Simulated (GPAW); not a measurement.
**Geometry or basis: what sets the conductance of a Fe chain with two Cu atoms in line**

Aim: the conductance of a Fe chain with two Cu atoms in line after relaxation, and whether geometry, basis or functional moves it most.

Calculated with GPAW 26.7.0; GPAW LCAO, PAW setups; relaxation of the junction within the symmetry of its start, lead ends held, in the first sound run; inputs show where later runs differ.

This is a report of a sequence of runs, with most program output left out.

## Step 1: Set-up

The cell holds 14 atoms: 12 Fe and 2 Cu. Cell: a = 9.000 Å, b = 9.000 Å, c = 31.707 Å, α = 90.0°, β = 90.0°, γ = 90.0°. Regions: left lead, 6 atoms (6 Fe); channel, 2 atoms (2 Cu); right lead, 6 atoms (6 Fe). Vacuum lies along a and b. The structure is stacked along c, and the current runs across the ab planes.

## Step 2: Relaxation

Transmission follows bond lengths closely, so the atoms between the held lead ends are relaxed first, within whatever symmetry the start has.

Input file run.py:

```python
import json
from ase import Atoms
from ase.constraints import FixAtoms
from ase.optimize import BFGS
from gpaw import GPAW, FermiDirac

device = Atoms(
    ['Fe', 'Fe', 'Fe', 'Fe', 'Fe', 'Fe', 'Cu', 'Cu', 'Fe', 'Fe', 'Fe', 'Fe', 'Fe', 'Fe'],
    positions=[
        [4.50000, 4.50000, 1.13000],
        [4.50000, 4.50000, 3.39000],
        [4.50000, 4.50000, 5.65000],
        [4.50000, 4.50000, 7.91000],
        [4.50000, 4.50000, 10.17000],
        [4.50000, 4.50000, 12.43000],
        [4.50000, 4.50000, 14.70370],
        [4.50000, 4.50000, 17.00370],
        [4.50000, 4.50000, 19.27740],
        [4.50000, 4.50000, 21.53740],
        [4.50000, 4.50000, 23.79740],
        [4.50000, 4.50000, 26.05740],
        [4.50000, 4.50000, 28.31740],
        [4.50000, 4.50000, 30.57740]],
    cell=[[9.0, 0.0, 0.0], [0.0, 9.0, 0.0], [0.0, 0.0, 31.7074]],
    pbc=True,
    magmoms=[3.0, 3.0, 3.0, 3.0, 3.0, 3.0, 0.0, 0.0, 3.0, 3.0, 3.0, 3.0, 3.0, 3.0])

device.set_constraint(FixAtoms([0, 1, 2, 3, 4, 9, 10, 11, 12, 13]))
device.calc = GPAW(mode='lcao', basis='dzp', xc='PBE', h=0.18,
                   kpts={'size': (1, 1, 3), 'gamma': True},
                   symmetry={'tolerance': 1e-3, 'extra_ids': [1, 1, 1, 1, 1, 0, 0, 0, 0, 1, 1, 1, 1, 1]},
                   occupations=FermiDirac(0.1), maxiter=250,
                   mixer=dict(beta=0.05, nmaxold=8, weight=100.0),
                   convergence=dict(density=0.0001), txt='relax.txt')
path = []
opt = BFGS(device, maxstep=0.15)
opt.attach(lambda: path.append((device.get_potential_energy(), device.positions.tolist(), device.get_forces().tolist())))
relaxed = bool(opt.run(fmax=0.05, steps=50))
json.dump(dict(relaxed=relaxed, path=path, positions=device.positions.tolist(), moments=device.get_magnetic_moments().tolist(),
               forces=device.get_forces(apply_constraint=False).tolist()), open('result.json', 'w'))
```

Command:

```
$ OMP_NUM_THREADS=1 OPENBLAS_NUM_THREADS=1 python run.py
```

It took 13 min on 1 thread of Arm Neoverse V1, shared host; peak memory 1.7 GiB.

Relaxation path:

```csv
step,energy less that of the first step (eV),largest force (eV/Å)
1,0.0000,0.5892
2,-0.0119,0.4676
3,-0.0349,0.1812
4,-0.0377,0.1765
5,-0.0412,0.0995
6,-0.0420,0.0238
```

The atoms that moved most (Å):

```csv
atom,dx,dy,dz,length
Fe6,0.000,0.000,-0.053,0.053
Fe9,0.000,0.000,0.053,0.053
```

Numbers from this step:

- sum of the site moments: 37.64 μB

Site moment by atom:

```csv
atom,site moment (μB)
Fe1,3.10
Fe2,3.10
Fe3,3.09
Fe4,3.11
Fe5,3.07
Fe6,3.19
Cu7,0.15
Cu8,0.15
Fe9,3.19
Fe10,3.07
Fe11,3.11
Fe12,3.09
Fe13,3.10
Fe14,3.10
```

The relaxation lowered the energy of the cell by 0.0420 eV (energies extrapolated to zero smearing; the optimiser's log prints free energies). The largest force left on a free atom is 0.024 eV/Å.

## Step 3: Double-zeta polarised basis

Localised orbitals split the wire into layers that couple to their neighbours alone, which is what the Green's function method needs; double zeta with polarisation is the usual level for numbers.

This step: GPAW LCAO, PAW setups; Landauer transmission from Green's functions with principal layers (ASE), zero bias (GPAW 26.7.0).

Input file run.py:

```python
import json
import numpy as np
from ase import Atoms
from ase.transport.calculators import TransportCalculator
from gpaw import GPAW, FermiDirac
from gpaw.lcao.tools import get_lcao_hamiltonian
from scipy.linalg import eigh

# The junction with lead layers at both ends, along the third cell vector
device = Atoms(
    ['Fe', 'Fe', 'Fe', 'Fe', 'Fe', 'Fe', 'Cu', 'Cu', 'Fe', 'Fe', 'Fe', 'Fe', 'Fe', 'Fe'],
    positions=[
        [4.50000, 4.50000, 1.13000],
        [4.50000, 4.50000, 3.39000],
        [4.50000, 4.50000, 5.65000],
        [4.50000, 4.50000, 7.91000],
        [4.50000, 4.50000, 10.17000],
        [4.50000, 4.50000, 12.37700],
        [4.50000, 4.50000, 14.69872],
        [4.50000, 4.50000, 17.00868],
        [4.50000, 4.50000, 19.33040],
        [4.50000, 4.50000, 21.53740],
        [4.50000, 4.50000, 23.79740],
        [4.50000, 4.50000, 26.05740],
        [4.50000, 4.50000, 28.31740],
        [4.50000, 4.50000, 30.57740]],
    cell=[[9.0, 0.0, 0.0], [0.0, 9.0, 0.0], [0.0, 0.0, 31.7074]],
    pbc=True,
    magmoms=[3.0, 3.0, 3.0, 3.0, 3.0, 3.0, 0.0, 0.0, 3.0, 3.0, 3.0, 3.0, 3.0, 3.0])

# One principal layer of the lead: the first 3 atoms of the device
lead = Atoms(
    ['Fe', 'Fe', 'Fe'],
    positions=[
        [4.50000, 4.50000, 1.13000],
        [4.50000, 4.50000, 3.39000],
        [4.50000, 4.50000, 5.65000]],
    cell=[[9.0, 0.0, 0.0], [0.0, 9.0, 0.0], [0.0, 0.0, 6.78]],
    pbc=True,
    magmoms=[3.0, 3.0, 3.0])

settings = dict(mode='lcao', basis='dzp', xc='PBE', h=0.18,
                occupations=FermiDirac(0.1), maxiter=250,
                mixer=dict(beta=0.05, nmaxold=8, weight=100.0),
                convergence=dict(density=0.0001))
energies = np.arange(-2, 2 + 1e-9, 0.025)
eta = 0.0001
n1, n2 = 1, 1
# k and -k transmit alike, so half of the mesh across the current serves
mesh = [(i, j) for i in range(n1) for j in range(n2) if (i, j) <= (-i % n1, -j % n2)]
weights = np.array([1 if (i, j) == (-i % n1, -j % n2) else 2 for i, j in mesh]) / (n1 * n2)

# [... helper functions left out ...]
fermi_lead = ground_state(lead, (1, 1, 17), 'lead.txt')
fermi_device = ground_state(device, (1, 1, 3), 'device.txt')
# [... loop over the mesh left out, but for ...]
        # Shift the lead onto the potential of the device's first layer
        shift = ((H[:, 0, 0] - H0[:, 0, 0]) / S0[0, 0]).real.mean()
# [...]
kT = 8.617333e-5 * 300
bias = [0.1, 0.2, 0.5, 1.0, 1.5, 2.0]
# [... integrals and printing left out ...]
```

Elapsed: 7.2 min, on 1 thread; peak memory 1.8 GiB.

This step gave:

```
conductance                                    : 1.025 G₀
largest coupling past the next principal layer : 5.77e-5 eV
largest misfit of the first principal layer    : 0.1158 eV
shift that aligns the lead                     : 0.01190 eV
basis functions of the junction                : 210
basis functions of a principal layer           : 45
transmission at the Fermi level, spin up       : 0.9968
lead channels, spin up                         : 1
transmission at the Fermi level, spin down     : 1.052
lead channels, spin down                       : 4
```

Each spin. The transmission, zone mean by energy, zero at the Fermi level:

```csv
energy (eV),"T, spin up","T, spin down"
-2.000,1.63,0.972
-1.900,2.32,0.968
-1.800,2.96,0.957
-1.700,3.08,0.917
-1.600,3.01,0.690
-1.500,3.01,0.0793
-1.400,3.08,0.676
-1.350,3.11,0.739
-1.300,3.08,0.740
-1.225,2.59,1.54
-1.200,1.71,1.51
-1.100,0.856,1.16
-1.000,0.559,1.79
-0.975,0.131,1.80
-0.900,0.860,1.74
-0.800,0.975,1.59
-0.700,0.988,1.46
-0.600,0.991,1.36
-0.500,0.994,1.28
-0.400,0.994,1.22
-0.300,0.995,1.17
-0.200,0.996,1.12
-0.100,0.996,1.08
0.000,0.997,1.05
0.100,0.997,1.03
0.200,0.997,1.01
0.300,0.998,1.00
0.400,0.998,0.998
0.500,0.998,0.995
0.600,0.998,0.994
0.700,0.998,0.994
0.800,0.998,0.994
0.900,0.998,0.994
1.000,0.998,0.995
1.100,0.998,0.996
1.200,0.998,0.998
1.300,0.998,1.00
1.400,0.998,1.01
1.500,0.998,0.995
1.600,0.998,1.00
1.700,0.998,0.985
1.800,0.998,0.973
1.900,0.998,0.966
2.000,0.998,0.965
```

Crossings of the lead's bands, unfolded to its shortest repeat. Open channels, zone mean against energy, zero at the Fermi level:

```csv
energy (eV),"channels, spin up","channels, spin down"
-2.000,4,1
-1.900,4,1
-1.800,4,1
-1.700,4,1
-1.600,4,1
-1.500,4,1
-1.400,4,1
-1.300,4,1
-1.200,3,3
-1.100,1,3
-1.000,1,4
-0.900,1,4
-0.800,1,4
-0.700,1,4
-0.600,1,4
-0.500,1,4
-0.400,1,4
-0.300,1,4
-0.200,1,4
-0.100,1,4
0.000,1,4
0.100,1,6
0.200,1,6
0.300,1,6
0.400,1,6
0.500,1,6
0.600,1,6
0.700,1,6
0.800,1,4
0.900,1,4
1.000,1,4
1.100,1,4
1.200,1,4
1.300,1,4
1.400,1,4
1.500,1,4
1.600,1,3
1.700,1,3
1.800,1,3
1.900,1,3
2.000,1,1
```

Not self-consistent under bias; the bias window is split evenly. Current through one cell, from the zero-bias transmission against bias:

```csv
bias (V),"current through one cell, from the zero-bias transmission (μA)"
0.100,7.94
0.200,15.9
0.500,39.9
1.000,80.6
1.500,123
2.000,166
```

The transmission of the three most open eigenchannels by energy, zero at the Fermi level:

```csv
energy (eV),channel 1 up,channel 2 up,channel 3 up,channel 1 down,channel 2 down,channel 3 down
-2.000,0.987,0.310,0.310,0.972,0,0
-1.800,0.973,0.955,0.955,0.957,0,0
-1.600,0.931,0.870,0.870,0.690,0,0
-1.400,0.866,0.765,0.727,0.676,3.2e-12,3.2e-12
-1.200,0.609,0.551,0.551,0.520,0.495,0.495
-1.000,0.559,9.8e-11,9.8e-11,0.945,0.417,0.417
-0.800,0.975,0,0,0.999,0.253,0.253
-0.600,0.991,0,0,0.996,0.147,0.147
-0.400,0.994,0,0,0.989,0.0974,0.0974
-0.200,0.996,0,0,0.979,0.0621,0.0621
0.000,0.997,0,0,0.971,0.0352,0.0352
0.200,0.997,0,0,0.969,0.0200,0.0200
0.400,0.998,0,0,0.970,0.0128,0.0128
0.600,0.998,0,0,0.974,0.00950,0.00950
0.800,0.998,0,0,0.978,0.00784,0.00784
1.000,0.998,0,0,0.981,0.00671,0.00671
1.200,0.998,0,0,0.986,0.00561,0.00561
1.400,0.998,0,0,0.997,0.00446,0.00446
1.600,0.998,0,0,0.997,0.00320,0.00320
1.800,0.998,0,0,0.970,0.00144,0.00144
2.000,0.998,0,0,0.965,0,0
```

Couplings past the next layer reach 5.8e-5 eV, small enough to drop; the matrix elements of the cell's first layer differ from the bulk lead's by up to 0.12 eV. That layer keeps its own values in the calculation, and only beyond it is the lead taken as perfect. The Fermi levels of lead and junction count from different zeros of potential, one for each periodic cell; with both set to zero, the small remaining shift is what aligns them. By hand: G = 1.025 × 77.48 μS = 79.4 μS, a resistance of 12.6 kΩ; at 0.1 V a linear junction would pass 7.94 μA, and the integral over the bias window gives 7.94 μA.

## Step 4: GPAW, szp: basis = "szp(dzp)"

One radial function a shell plus polarisation makes the matrices smaller; the question is what that costs.

Changes to run.py since step 3:

```diff
@@ -41,3 +41,3 @@
 
-settings = dict(mode='lcao', basis='dzp', xc='PBE', h=0.18,
+settings = dict(mode='lcao', basis='szp(dzp)', xc='PBE', h=0.18,
                 occupations=FermiDirac(0.1), maxiter=250,
```

It took 3 min on 1 thread; peak memory 1.8 GiB.

This step gave:

```
conductance                                    : 1.043 G₀
largest coupling past the next principal layer : 5.85e-5 eV
largest misfit of the first principal layer    : 0.04722 eV
shift that aligns the lead                     : 0.009889 eV
basis functions of the junction                : 126
basis functions of a principal layer           : 27
transmission at the Fermi level, spin up       : 0.9990
transmission at the Fermi level, spin down     : 1.087
```

Each spin. The transmission, zone mean by energy, zero at the Fermi level:

```csv
energy (eV),"T, spin up","T, spin down"
-2.000,1.51,0.979
-1.900,2.12,0.967
-1.800,2.90,0.923
-1.700,3.30,0.547
-1.650,3.33,0.0116
-1.600,3.31,0.598
-1.500,3.13,0.890
-1.400,2.36,0.920
-1.300,2.36,0.884
-1.275,2.37,0.849
-1.200,2.15,0.0801
-1.100,1.27,0.993
-1.000,0.902,1.49
-0.900,0.733,1.55
-0.825,0.955,1.59
-0.800,0.968,1.59
-0.700,0.987,1.50
-0.600,0.993,1.38
-0.500,0.995,1.29
-0.400,0.997,1.22
-0.300,0.998,1.18
-0.200,0.998,1.14
-0.100,0.999,1.11
0.000,0.999,1.09
0.100,0.999,1.07
0.200,0.999,1.05
0.300,0.999,1.04
0.400,0.999,1.03
0.500,0.999,1.03
0.600,0.999,1.02
0.700,0.999,1.02
0.800,0.999,1.02
0.900,0.999,1.000
1.000,0.999,0.0730
1.100,0.999,0.818
1.200,0.999,1.02
1.300,0.999,0.961
1.400,0.999,0.911
1.500,0.999,0.883
1.600,0.999,0.871
1.700,0.999,0.869
1.800,0.999,0.871
1.900,0.999,0.872
2.000,0.999,0.869
```

Not self-consistent under bias; the bias window is split evenly. The current through one cell, from the zero-bias transmission by bias:

```csv
bias (V),"current through one cell, from the zero-bias transmission (μA)"
0.100,8.08
0.200,16.2
0.500,40.5
1.000,81.7
1.500,125
2.000,165
```

The transmission of the three most open eigenchannels by energy, zero at the Fermi level:

```csv
energy (eV),channel 1 up,channel 2 up,channel 3 up,channel 1 down,channel 2 down,channel 3 down
-2.000,0.990,0.234,0.234,0.979,0,0
-1.800,0.970,0.871,0.871,0.923,0,0
-1.600,0.936,0.917,0.917,0.598,0,0
-1.400,0.861,0.751,0.751,0.920,0,0
-1.200,0.987,0.581,0.581,0.0801,1.6e-9,3.9e-11
-1.000,0.902,3.7e-10,3.7e-10,0.997,0.198,0.198
-0.800,0.968,0,0,0.983,0.249,0.249
-0.600,0.993,0,0,0.967,0.169,0.169
-0.400,0.997,0,0,0.947,0.111,0.111
-0.200,0.998,0,0,0.947,0.0751,0.0751
0.000,0.999,0,0,0.977,0.0454,0.0454
0.200,0.999,0,0,0.991,0.0274,0.0274
0.400,0.999,0,0,0.994,0.0176,0.0176
0.600,0.999,0,0,0.994,0.0123,0.0123
0.800,0.999,0,0,0.998,0.00981,0.00981
1.000,0.999,0,0,0.0548,0.00907,0.00907
1.200,0.999,0,0,0.998,0.00907,0.00907
1.400,0.999,0,0,0.893,0.00878,0.00878
1.600,0.999,0,0,0.854,0.00841,0.00841
1.800,0.999,0,0,0.854,0.00847,0.00847
2.000,0.999,0,0,0.866,0.00150,0.00150
```

Site moment by atom:

```csv
atom,site moment (μB)
Fe1,3.19
Fe2,3.19
Fe3,3.19
Fe4,3.20
Fe5,3.18
Fe6,3.29
Cu7,0.15
Cu8,0.15
Fe9,3.29
Fe10,3.18
Fe11,3.20
Fe12,3.19
Fe13,3.19
Fe14,3.19
```

The conductance, 1.04 G₀, lies 1.8 % above that of the dzp run.

## Step 5: GPAW, sz: basis = "sz(dzp)"

One function for each valence shell of the setup, as for a first survey of a large system.

Changes to run.py since step 4:

```diff
@@ -41,3 +41,3 @@
 
-settings = dict(mode='lcao', basis='szp(dzp)', xc='PBE', h=0.18,
+settings = dict(mode='lcao', basis='sz(dzp)', xc='PBE', h=0.18,
                 occupations=FermiDirac(0.1), maxiter=250,
```

It took 2.1 min on 1 thread; peak memory 1.8 GiB.

Numbers from this step:

* conductance: 1.013 G₀
* largest coupling past the next principal layer: 5.86e-5 eV
* largest misfit of the first principal layer: 0.08292 eV
* shift that aligns the lead: 0.03327 eV
* basis functions of the junction: 84
* basis functions of a principal layer: 18
* transmission at the Fermi level, spin up: 0.9992
* transmission at the Fermi level, spin down: 1.028

The conductance, 1.01 G₀, lies 1.1 % below that of the dzp run.

## Step 6: revPBE in the dzp basis: xc = "revPBE"

Back in the dzp basis, the functional changes from PBE to revPBE, to set the spread between functionals beside that between bases.

Changes to run.py since step 5:

```diff
@@ -41,3 +41,3 @@
 
-settings = dict(mode='lcao', basis='sz(dzp)', xc='PBE', h=0.18,
+settings = dict(mode='lcao', basis='dzp', xc='revPBE', h=0.18,
                 occupations=FermiDirac(0.1), maxiter=250,
```

The job ended after 7.1 min (1 thread; peak memory 1.8 GiB).

Numbers from this step:

```
conductance                                    : 1.020 G₀
largest coupling past the next principal layer : 6.15e-5 eV
largest misfit of the first principal layer    : 0.1661 eV
shift that aligns the lead                     : 0.02084 eV
basis functions of the junction                : 210
basis functions of a principal layer           : 45
transmission at the Fermi level, spin up       : 0.9959
transmission at the Fermi level, spin down     : 1.042
```

The conductance, 1.02 G₀, lies 0.5 % below that of the dzp run.

## Step 7: Without the relaxation: geometry = "as built"

The dzp basis with PBE on the structure as first built shows what the relaxation was worth.

Changes to run.py since step 6:

```diff
@@ -17,6 +17,6 @@
         [4.50000, 4.50000, 10.17000],
-        [4.50000, 4.50000, 12.37700],
-        [4.50000, 4.50000, 14.69872],
-        [4.50000, 4.50000, 17.00868],
-        [4.50000, 4.50000, 19.33040],
+        [4.50000, 4.50000, 12.43000],
+        [4.50000, 4.50000, 14.70370],
+        [4.50000, 4.50000, 17.00370],
+        [4.50000, 4.50000, 19.27740],
         [4.50000, 4.50000, 21.53740],
@@ -41,3 +41,3 @@
 
-settings = dict(mode='lcao', basis='dzp', xc='revPBE', h=0.18,
+settings = dict(mode='lcao', basis='dzp', xc='PBE', h=0.18,
                 occupations=FermiDirac(0.1), maxiter=250,
```

Wall time 7.6 min (1 thread); peak memory 1.8 GiB.

Numbers from this step:

* conductance: 1.040 G₀
* largest coupling past the next principal layer: 5.77e-5 eV
* largest misfit of the first principal layer: 0.1240 eV
* shift that aligns the lead: 0.009120 eV
* transmission at the Fermi level, spin up: 0.9981
* transmission at the Fermi level, spin down: 1.081

Each spin. Table of transmission, zone mean by energy, zero at the Fermi level:

```csv
energy (eV),"T, spin up","T, spin down"
-2.000,2.58,0.984
-1.825,3.14,0.926
-1.800,3.13,0.893
-1.600,2.91,0.310
-1.475,2.78,0.612
-1.400,2.66,0.547
-1.200,1.62,0.723
-1.000,0.957,1.20
-0.875,0.994,1.22
-0.800,0.996,1.22
-0.600,0.997,1.19
-0.400,0.997,1.16
-0.200,0.998,1.13
0.000,0.998,1.08
0.200,0.998,1.04
0.400,0.998,1.02
0.600,0.998,1.01
0.800,0.998,1.00
1.000,0.998,0.998
1.200,0.998,0.996
1.400,0.998,1.00
1.600,0.998,1.000
1.800,0.997,0.978
2.000,0.997,0.970
```

The conductance, 1.04 G₀, lies 1.4 % above that of the dzp run.

## Step 8: Cost and result by level

Times are for 1 thread of Arm Neoverse V1, shared host. The runs compared:

```csv
no.,run,conductance (G₀),time,memory (GiB)
1,dzp,1.025,7.2 min,1.8
2,szp,1.043,3 min,1.8
3,sz,1.013,2.1 min,1.8
4,dzp revPBE,1.020,7.1 min,1.8
5,asbuilt,1.040,7.6 min,1.8
```

## Step 9: The levels side by side

The curves are compared point by point over the common energies.

This step: comparison of transmission and cost over codes, levels and geometry (GPAW 26.7.0).

(Part 1 of 2 ends here.)

[Logs are printed without paths, hosts, clocks, repeated set-up lines and the standing remarks that a program may print on its own settings, such as how far it seeks lower states.]

[Hosts, paths, dates, database ids (printed as entryN), source tags and the programs' standing remarks are cut or masked in the printed files.]
